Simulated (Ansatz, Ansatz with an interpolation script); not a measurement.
# CaMoO4 (I4_1/a): what limits a Wannier interpolation of GW, part 2 of 2

Wanted: errors and cost of interpolated bands of CaMoO4 (I4_1/a) under coarser or faulty settings.

Ansatz 0.2.0; maximally localised Wannier functions, LDA, plane waves, PAW; PAW set soft_1. Known limits of the many-body steps: not at the basis limit; no spin-orbit coupling; coarse k mesh.

So far. Step 3 (Wannier model on 4×4×4): Near the gap the model misses directly solved bands by 1.8 meV r.m.s. and by 27 meV at most in the window tested. This tests the starting bands, not the corrections carried with them. Step 5 (G0W0: 4×4×4 mesh, 650 empty bands, screening to 150 eV …): The G0W0 gap on the mesh is 5.506 eV.

### 6. G0W0: 2×2×2 mesh, 650 empty bands, screening to 150 eV, PAW set soft_1 files

Level of this step: G0W0 on LDA, plane waves, PAW; PAW set soft_1 (Ansatz).

input.yaml reads:

```yaml
crystal:
  lattice:
    - [-2.6118, 2.6118, 5.71425]
    - [2.6118, -2.6118, 5.71425]
    - [2.6118, 2.6118, -5.71425]
  atoms:
    - { symbol: Ca, position: [0.75, 0.25, 0.5] }
    - { symbol: Ca, position: [0.0, 0.0, 0.0] }
    - { symbol: Mo, position: [0.25, 0.75, 0.5] }
    - { symbol: Mo, position: [0.5, 0.5, 0.0] }
    - { symbol: O, position: [0.57776, 0.98246, 0.89142] }
    - { symbol: O, position: [0.73246, 0.34104, 0.9047] }
    - { symbol: O, position: [0.09104, 0.68634, 0.10858] }
    - { symbol: O, position: [0.43634, 0.82776, 0.0953] }
    - { symbol: O, position: [0.17224, 0.26754, 0.60858] }
    - { symbol: O, position: [0.01754, 0.90896, 0.5953] }
    - { symbol: O, position: [0.65896, 0.56366, 0.39142] }
    - { symbol: O, position: [0.31366, 0.42224, 0.4047] }
kpoints:
  mp_grid: { grid: [2, 2, 2] }
hamiltonian:
  xc: lda
  pseudopotentials: { kind: paw, azcp: { folder: soft_1 }, xc_functional: pbe }
scf:
  occupations: { method: fixed }
gw:
  n_empty_bands: 650
  ecut_chi: 150.0
  qp_bands: [v24, c8]
  screening: { model: contour_deformation }
```

Started as:

```
ansatz run input.yaml --threads 2 --pin off --max-ram 92160MiB --backend cuda --events-out ev --progress --plain --runs-dir out --devices 1 --max-vram 13GiB
```

Numbers of over 12 decimals in the logs are rounded to 6 here.

The log of the run:

```text
GPUs: using 1 of 1 available (devices: 1).
[...]
GPU FFT provider: cuFFT
GPU libraries: cuBLAS 13.8.2, cuFFT 12.4.0, cuSOLVER 12.3.4
Crystal: 12 atoms, lattice volume = 155.919 Å³
Basis set: ecut = 420 eV, 3067 PW (Γ)
Bands: 60, of which v1, the nominal top of the filled ones, is band 48 counted from 1 (47 counted from 0)
Symmetry: 8 space group operations
[...]
k-points: 4 of 8
[...]
0    32      3.4115   -26.1772     4.3395   -21.2428  0.7228     2.8079     2.8166  root
[...]
3    53     11.9351   -14.4692    -4.6545   -20.6883  0.7874    13.5329    13.4997  root
     3    54     11.9351   -14.4692    -4.6545   -20.6883  0.7874    13.5329    13.4997  root
     3    55     12.9099   -15.6041    -4.9041   -22.1668  0.7680    14.6137    14.5685  root
     3    56     12.9099   -15.6041    -4.9041   -22.1668  0.7680    14.6137    14.5685  root
[key lines of the parts left out:]
SCF converged after 10 iterations
Free energy (F): -17683.906310 eV
Fermi energy:    6.584596 eV
```

Wall time 15 s (1 × NVIDIA H100 80GB HBM3 (shared by 6 runs) with 2 threads of AMD EPYC 7R13 (Zen 3), shared host); peak memory 1.4 GiB.

The G0W0 gap on the mesh is 5.514 eV.

### 7. G0W0: 4×4×4 mesh, 302 empty bands, screening to 90 eV, PAW set soft_1 files

input.yaml: that of step 6 with these lines changed.

```diff
@@ -19,3 +19,3 @@
 kpoints:
-  mp_grid: { grid: [2, 2, 2] }
+  mp_grid: { grid: [4, 4, 4] }
 hamiltonian:
@@ -26,4 +26,4 @@
 gw:
-  n_empty_bands: 650
-  ecut_chi: 150.0
+  n_empty_bands: 302
+  ecut_chi: 90
   qp_bands: [v24, c8]
```

The log of the run:

```text
GPUs: using 1 of 1 available (devices: 1).
[...]
GPU FFT provider: cuFFT
GPU libraries: cuBLAS 13.8.2, cuFFT 12.4.0, cuSOLVER 12.3.4
Crystal: 12 atoms, lattice volume = 155.919 Å³
Basis set: ecut = 420 eV, 3067 PW (Γ)
Bands: 60, of which v1, the nominal top of the filled ones, is band 48 counted from 1 (47 counted from 0)
Symmetry: 8 space group operations
[...]
k-points: 14 of 64
[...]
0    32      3.4120   -26.1334     4.5324   -21.2427  0.7266     3.0506     3.0538  root
[...]
13    53     11.9353   -14.5356    -4.3639   -20.6878  0.7923    13.7667    13.7235  root
    13    54     11.9353   -14.5356    -4.3639   -20.6878  0.7923    13.7667    13.7235  root
    13    55     12.9102   -15.6350    -4.6333   -22.1665  0.7726    14.8776    14.8083  root
    13    56     12.9102   -15.6350    -4.6333   -22.1665  0.7726    14.8776    14.8083  root
[key lines of the parts left out:]
SCF converged after 10 iterations
Free energy (F): -17683.900908 eV
Fermi energy:    6.585215 eV
```

Elapsed: 2.3 min, on 1 × NVIDIA H100 80GB HBM3 (shared by 6 runs) with 2 threads; peak memory 1.6 GiB; 4.2 min of CPU time.

The G0W0 gap on the mesh is 5.505 eV.

### 8. G0W0: 4×4×4 mesh, 650 empty bands, screening to 150 eV, plasmon pole, PAW set soft_1 files

input.yaml: that of step 7 with these lines changed.

```diff
@@ -26,5 +26,5 @@
 gw:
-  n_empty_bands: 302
-  ecut_chi: 90
+  n_empty_bands: 650
+  ecut_chi: 150.0
   qp_bands: [v24, c8]
-  screening: { model: contour_deformation }
+  screening: { model: godby_needs }
```

The log of the run:

```text
GPUs: using 1 of 1 available (devices: 1).
[...]
GPU FFT provider: cuFFT
GPU libraries: cuBLAS 13.8.2, cuFFT 12.4.0, cuSOLVER 12.3.4
Crystal: 12 atoms, lattice volume = 155.919 Å³
Basis set: ecut = 420 eV, 3067 PW (Γ)
Bands: 60, of which v1, the nominal top of the filled ones, is band 48 counted from 1 (47 counted from 0)
Symmetry: 8 space group operations
[...]
k-points: 14 of 64
[...]
0    32      3.4120   -26.1334     4.2792   -21.2427  0.7808     2.7949     2.8006  root
[...]
13    53     11.9353   -14.5356    -4.4530   -20.6878  0.8175    13.6435    13.6344  root
    13    54     11.9353   -14.5356    -4.4530   -20.6878  0.8175    13.6435    13.6344  root
    13    55     12.9102   -15.6350    -4.6747   -22.1665  0.8038    14.7773    14.7671  root
    13    56     12.9102   -15.6350    -4.6747   -22.1665  0.8038    14.7773    14.7671  root
[key lines of the parts left out:]
SCF converged after 10 iterations
Free energy (F): -17683.900908 eV
Fermi energy:    6.585215 eV
```

It took 11 min on 1 × NVIDIA H100 80GB HBM3 (shared by 6 runs) with 2 threads; peak memory 6.1 GiB.

The G0W0 gap on the mesh is 5.584 eV.

### 9. Interpolated results

Times are wall times on 1 × NVIDIA H100 80GB HBM3 (shared by 6 runs) with 2 threads of AMD EPYC 7R13 (Zen 3), shared host, good to a factor of about two.

```
GW mesh  empty bands  cutoff (eV)            frequency  gap on mesh (eV)  gap over zone (eV)  direct gap (eV)  valence width (eV)  GW time
  4×4×4          650          150  contour deformation             5.506               5.506            5.506               4.762  5.4 min
  2×2×2          650          150  contour deformation             5.514               5.514            5.514               4.748     15 s
  4×4×4          302           90  contour deformation             5.505               5.505            5.505               4.811  2.3 min
  4×4×4          650          150         plasmon pole             5.584               5.584            5.584               5.052   11 min
```

### 10. Results

| Property | Result |
| --- | --- |
| 4×4×4 mesh, 650 empty bands, screening to 150 eV, PAW set soft_1 files | 5.51 eV |
| 2×2×2 mesh, 650 empty bands, screening to 150 eV, PAW set soft_1 files | 5.51 eV |
| 4×4×4 mesh, 302 empty bands, screening to 90 eV, PAW set soft_1 files | 5.50 eV |
| 4×4×4 mesh, 650 empty bands, screening to 150 eV, plasmon pole, PAW set soft_1 files | 5.58 eV |

What this shows: The largest change, +0.08 eV in the gap over the zone, comes with 4×4×4 mesh, 650 empty bands, screening to 150 eV, plasmon pole, PAW set soft_1 files. The first run is a reference, not a converged one, and where a row moves several settings no single cause can be named. Rows on another GW mesh add that mesh's corrections to the bands of the one model. Coarser Wannier mesh (4×4×4): the miss near the gap goes from under 1 (the model on 8×8×8) to 2 meV and the total spread from 39.9 to 37.8 Å². With 2×2×2 mesh, 650 empty bands, screening to 150 eV, PAW set soft_1 files the gap over the zone moves by +0.01 eV and that on the mesh by +0.01 eV. With 4×4×4 mesh, 302 empty bands, screening to 90 eV, PAW set soft_1 files the gap over the zone moves by −0.001 eV and that on the mesh by −0.001 eV. With 4×4×4 mesh, 650 empty bands, screening to 150 eV, plasmon pole, PAW set soft_1 files the gap over the zone moves by +0.08 eV and that on the mesh by +0.08 eV. Gaps over the zone and on the mesh differ where an edge lies off the mesh, or where a GW run starts from another density: the starting gap over the zone is 3.415 eV, on the GW meshes it is 3.415 eV. The many-body steps are scalar-relativistic: spin-orbit coupling is not in them.

[Paths, hosts, dates, memory and timing lines, banners, echoed tables and standing remarks are left out of the program output.]

[Logs are printed without paths, hosts, clocks, repeated set-up lines and the standing remarks that a program may print on its own settings, such as how far it seeks lower states.]

[Runs of the session that timed out or met a known fault of the program may be left out.]

[Hosts, paths, dates, database ids (printed as entryN), source tags and the programs' standing remarks are cut or masked in the printed files.]
